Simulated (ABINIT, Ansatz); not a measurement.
# LiCl (Fm-3m): G0W0 on several meshes in ABINIT

How does the mesh move the gap of LiCl (Fm-3m)?

Main program and level: ABINIT 10.8.3; PBE and many-body steps on it, plane waves.

Report form: the programs' logs are mostly left out.

### 1. Starting point

It takes space group Fm-3m (No. 225, cubic). The conventional cell has a = 5.143 Å, b = 5.143 Å, c = 5.143 Å, α = 90.00°, β = 90.00°, γ = 90.00°. Li has 6 Cl at 2.57 Å nearest. Nearest to Cl lie 6 Li at 2.57 Å. Farther neighbours and most contacts between anions are not listed.

The cell and positions come from the Crystallography Open Database and are kept as given unless a step says otherwise.

### 2. Empty states on the mesh, 6×6×6 mesh, 630 bands

This step: ABINIT 10.8.3; DFT, PBE, plane waves, norm-conserving pseudopotentials.

The sums over transitions need many empty states on a uniform mesh; this step solves for them.

The input, run.abi:

```
acell 3*1.0 Angstrom
rprim 
  0.000000000000 2.571500000000 2.571500000000
  2.571500000000 0.000000000000 2.571500000000
  2.571500000000 2.571500000000 -0.000000000000
ntypat 2
znucl 3 17
natom 2
typat 1 2
xred 
  0.000000000000 0.000000000000 0.000000000000
  0.500000000000 0.500000000000 0.500000000000
pp_dirpath "pseudos"
pseudos "Li.upf, Cl.upf"
ecut 33
ngkpt 6 6 6
nshiftk 1
shiftk 0 0 0
kptopt 1
chksymbreak 0
irdden 1
istwfk *1
nband 630
prtvol 0
optdriver 6
gwr_task "HDIAGO"
paral_kgb 0
occopt 1
indata_prefix "in"
outdata_prefix "out"
tmpdata_prefix "tmp"
```

On the command line:

```console
$ OMP_NUM_THREADS=1 mpirun -n 4 abinit run.abi > log
```

Run time: 26 s. Hardware: 4 MPI ranks of Intel Xeon Platinum 8375C at 2.90GHz (Ice Lake), shared host; peak memory 1.3 GiB.

Numbers from this step:

```
gap                                                           : 6.285 eV
k of the valence top                                          : 0, 0, 0
k of the conduction bottom                                    : 0, 0, 0
least direct gap                                              : 6.285 eV
k points computed                                             : 16
lowest point of the top converged band, above the valence top : 388.3054 eV
```

On this mesh the gap is 6.285 eV.

The density comes from a self-consistent run that is not shown.

### 3. Screening, 6×6×6 mesh, 256 bands, screening to 283 eV

The RPA dielectric matrix is built and inverted for each q.

This step: RPA screening on PBE, plane waves, norm-conserving pseudopotentials.

run.abi: that of step 2 with these lines changed.

```diff
@@ -20,10 +20,11 @@
 chksymbreak 0
-irdden 1
 istwfk *1
-nband 630
-prtvol 0
-optdriver 6
-gwr_task "HDIAGO"
-paral_kgb 0
 occopt 1
+irdwfk 1
+optdriver 3
+nband 256
+ecuteps 10.4
+inclvkb 2
+awtr 1
+symchi 1
 indata_prefix "in"
```

Run time: 3.1 min. Hardware: 4 MPI ranks; peak memory 2 GiB; 12 min of CPU time.

This step gave:

- ε∞ with local fields, on this mesh, along the program's q direction: 2.754
- the same without local fields: 3.252
- plasma frequency: 20.14 eV
- plane waves in the screening matrix: 339

Local fields lower ε∞ by 15 %.

### 4. 6×6×6

The self-energy is evaluated for the states that the input lists, and the levels follow from it, in one-shot runs by the linearised quasiparticle equation.

This step: G0W0 on PBE, plane waves, norm-conserving pseudopotentials.

run.abi: that of step 3 with these lines changed.

```diff
@@ -23,8 +23,15 @@
 irdwfk 1
-optdriver 3
+optdriver 4
 nband 256
+gwcalctyp 0
+ecutsigx 33
+symsigma 1
+nkptgw 1
+kptgw 
+  0.0000000000 0.0000000000 0.0000000000
+bdgw 
+  3 9
 ecuteps 10.4
-inclvkb 2
-awtr 1
-symchi 1
+irdscr 1
+ppmodel 1
 indata_prefix "in"
```

Wall time 33 s (4 MPI ranks); peak memory 2.1 GiB; 2.2 min of CPU time.

This step gave:

* G0W0 gap on the points computed: 9.03 eV
* starting gap on the mesh: 6.285 eV
* k of the valence top: 0, 0, 0
* k of the conduction bottom: 0, 0, 0
* Z at the valence top: 0.802
* Z at the conduction bottom: 0.846
* least direct G0W0 gap on the computed points: 9.03 eV

The gap on the mesh goes from 6.28 eV to 9.03 eV, a correction of +2.75 eV.

### 5. Empty states on the mesh, 4×4×4 mesh, 264 bands

This step: DFT, PBE, plane waves, norm-conserving pseudopotentials.

run.abi: that of step 4 with these lines changed.

```diff
@@ -15,3 +15,3 @@
 ecut 33
-ngkpt 6 6 6
+ngkpt 4 4 4
 nshiftk 1
@@ -20,18 +20,10 @@
 chksymbreak 0
+irdden 1
 istwfk *1
+nband 264
+prtvol 0
+optdriver 6
+gwr_task "HDIAGO"
+paral_kgb 0
 occopt 1
-irdwfk 1
-optdriver 4
-nband 256
-gwcalctyp 0
-ecutsigx 33
-symsigma 1
-nkptgw 1
-kptgw 
-  0.0000000000 0.0000000000 0.0000000000
-bdgw 
-  3 9
-ecuteps 10.4
-irdscr 1
-ppmodel 1
 indata_prefix "in"
```

It took 13 s on 4 MPI ranks; peak memory 1.2 GiB; 50 s of CPU time.

This step gave:

* gap: 6.285 eV
* k of the valence top: 0, 0, 0
* k of the conduction bottom: 0, 0, 0
* least direct gap: 6.285 eV
* k points computed: 8
* lowest point of the top converged band, above the valence top: 200.1605 eV

On this mesh the gap is 6.285 eV.

### 6. Screening, 4×4×4 mesh, 256 bands, screening to 283 eV

This step: RPA screening on PBE, plane waves, norm-conserving pseudopotentials.

run.abi: that of step 5 with these lines changed.

```diff
@@ -20,10 +20,11 @@
 chksymbreak 0
-irdden 1
 istwfk *1
-nband 264
-prtvol 0
-optdriver 6
-gwr_task "HDIAGO"
-paral_kgb 0
 occopt 1
+irdwfk 1
+optdriver 3
+nband 256
+ecuteps 10.4
+inclvkb 2
+awtr 1
+symchi 1
 indata_prefix "in"
```

It took 26 s on 4 MPI ranks; peak memory 1.1 GiB.

This step gave:

| Item | Value |
| --- | --- |
| ε∞ with local fields, on this mesh, along the program's q direction | 2.837 |
| the same without local fields | 3.340 |
| plasma frequency | 20.14 eV |
| plane waves in the screening matrix | 339 |

### 7. 4×4×4

This step: G0W0 on PBE, plane waves, norm-conserving pseudopotentials.

run.abi: that of step 6 with these lines changed.

```diff
@@ -23,8 +23,15 @@
 irdwfk 1
-optdriver 3
+optdriver 4
 nband 256
+gwcalctyp 0
+ecutsigx 33
+symsigma 1
+nkptgw 1
+kptgw 
+  0.0000000000 0.0000000000 0.0000000000
+bdgw 
+  3 9
 ecuteps 10.4
-inclvkb 2
-awtr 1
-symchi 1
+irdscr 1
+ppmodel 1
 indata_prefix "in"
```

It took 18 s on 4 MPI ranks; peak memory 1.2 GiB.

Numbers from this step:

- G0W0 gap on the points computed: 9.016 eV
- starting gap on the mesh: 6.285 eV
- k of the valence top: 0, 0, 0
- k of the conduction bottom: 0, 0, 0
- Z at the valence top: 0.802
- Z at the conduction bottom: 0.846
- least direct G0W0 gap on the computed points: 9.016 eV

Against G0W0 in ABINIT (6×6×6 mesh, 256 bands, screening to 283 eV, Godby-Needs plasmon pole), the gap moves by −0.014 eV.

### 8. Empty states on the mesh, 8×8×8 mesh, 264 bands

This step: DFT, PBE, plane waves, norm-conserving pseudopotentials.

run.abi: that of step 7 with these lines changed.

```diff
@@ -15,3 +15,3 @@
 ecut 33
-ngkpt 4 4 4
+ngkpt 8 8 8
 nshiftk 1
@@ -20,18 +20,10 @@
 chksymbreak 0
+irdden 1
 istwfk *1
+nband 264
+prtvol 0
+optdriver 6
+gwr_task "HDIAGO"
+paral_kgb 0
 occopt 1
-irdwfk 1
-optdriver 4
-nband 256
-gwcalctyp 0
-ecutsigx 33
-symsigma 1
-nkptgw 1
-kptgw 
-  0.0000000000 0.0000000000 0.0000000000
-bdgw 
-  3 9
-ecuteps 10.4
-irdscr 1
-ppmodel 1
 indata_prefix "in"
```

Elapsed: 41 s, on 4 MPI ranks; peak memory 1.2 GiB; 2.7 min of CPU time.

Numbers from this step:

- gap: 6.285 eV
- k of the valence top: 0, 0, 0
- k of the conduction bottom: 0, 0, 0
- least direct gap: 6.285 eV
- k points computed: 29
- lowest point of the top converged band, above the valence top: 200.1605 eV

On this mesh the gap is 6.285 eV.

### 9. Screening, 8×8×8 mesh, 256 bands, screening to 283 eV

This step: RPA screening on PBE, plane waves, norm-conserving pseudopotentials.

run.abi: that of step 8 with these lines changed.

```diff
@@ -20,10 +20,11 @@
 chksymbreak 0
-irdden 1
 istwfk *1
-nband 264
-prtvol 0
-optdriver 6
-gwr_task "HDIAGO"
-paral_kgb 0
 occopt 1
+irdwfk 1
+optdriver 3
+nband 256
+ecuteps 10.4
+inclvkb 2
+awtr 1
+symchi 1
 indata_prefix "in"
```

The job ended after 14 min (4 MPI ranks; peak memory 3.6 GiB).

Numbers from this step:

```yaml
eps_infinity_with_local_fields_on_this_mesh_along_the_program_s_q_direction: 2.747
the_same_without_local_fields: 3.245
plasma_frequency: 20.14 eV
plane_waves_in_the_screening_matrix: 339
```

### 10. 8×8×8

This step: G0W0 on PBE, plane waves, norm-conserving pseudopotentials.

run.abi: that of step 9 with these lines changed.

```diff
@@ -23,8 +23,15 @@
 irdwfk 1
-optdriver 3
+optdriver 4
 nband 256
+gwcalctyp 0
+ecutsigx 33
+symsigma 1
+nkptgw 1
+kptgw 
+  0.0000000000 0.0000000000 0.0000000000
+bdgw 
+  3 9
 ecuteps 10.4
-inclvkb 2
-awtr 1
-symchi 1
+irdscr 1
+ppmodel 1
 indata_prefix "in"
```

It took 59 s on 4 MPI ranks; peak memory 3.7 GiB.

This step gave:

* G0W0 gap on the points computed: 9.031 eV
* starting gap on the mesh: 6.285 eV
* k of the valence top: 0, 0, 0
* k of the conduction bottom: 0, 0, 0
* least direct G0W0 gap on the computed points: 9.031 eV

Against G0W0 in ABINIT (6×6×6 mesh, 256 bands, screening to 283 eV, Godby-Needs plasmon pole), the gap moves by +0.001 eV.

### 11. The runs together

Times are wall times on 4 MPI ranks of Intel Xeon Platinum 8375C at 2.90GHz (Ice Lake), shared host, good to a factor of about two. A run's time includes the screening step that it read.

| run | mesh | bands | screening cutoff (eV) | DFT gap (eV) | gap on the mesh (eV) | direct (eV) | ε∞ used | time |
| --- | --- | --- | --- | --- | --- | --- | --- | --- |
| 6×6×6 | 6×6×6 | 256 | 283 | 6.285 | 9.030 | 9.030 | 2.75 | 3.6 min |
| 4×4×4 | 4×4×4 | 256 | 283 | 6.285 | 9.016 | 9.016 | 2.84 | 44 s |
| 8×8×8 | 8×8×8 | 256 | 283 | 6.285 | 9.031 | 9.031 | 2.75 | 15 min |

### 12. Results

```
6×6×6        : 9.030 eV
4×4×4        : 9.016 eV
8×8×8        : 9.031 eV
known limits : not at the basis limit; coarse k mesh
```

In words: 4×4×4: −0.014 eV against 6×6×6. 8×8×8: +0.001 eV against 6×6×6. Bands and cutoff are finite, so the gap is not at the basis limit. The miss can reach some tenths of an eV and take either sign; the mesh is an error of its own. In the first G0W0 run levels were corrected at 1 k point alone, so a gap called «on the mesh» is the least over those, and an edge elsewhere would be missed.

[Paths, hosts, dates, memory and timing lines, banners, echoed tables and standing remarks are left out of the program output.]

[Logs are printed without paths, hosts, clocks, repeated set-up lines and the standing remarks that a program may print on its own settings, such as how far it seeks lower states.]

[Runs of the session that timed out or met a known fault of the program may be left out.]

[No measured gap is set beside runs whose start may be inverted or whose files or cutoffs have a known fault.]

[Hosts, paths, dates, database ids (printed as entryN), source tags and the programs' standing remarks are cut or masked in the printed files.]

[G0W0 gaps are taken among the corrected bands and points alone; a level outside them can change the order at an edge.]

[Where Ansatz stands beside ABINIT at settings called matched, ABINIT's density can come from a denser mesh and the files from another edition; pairs whose starting gaps differed by over 0.03 eV were left out, so agreement reads better than it is.]
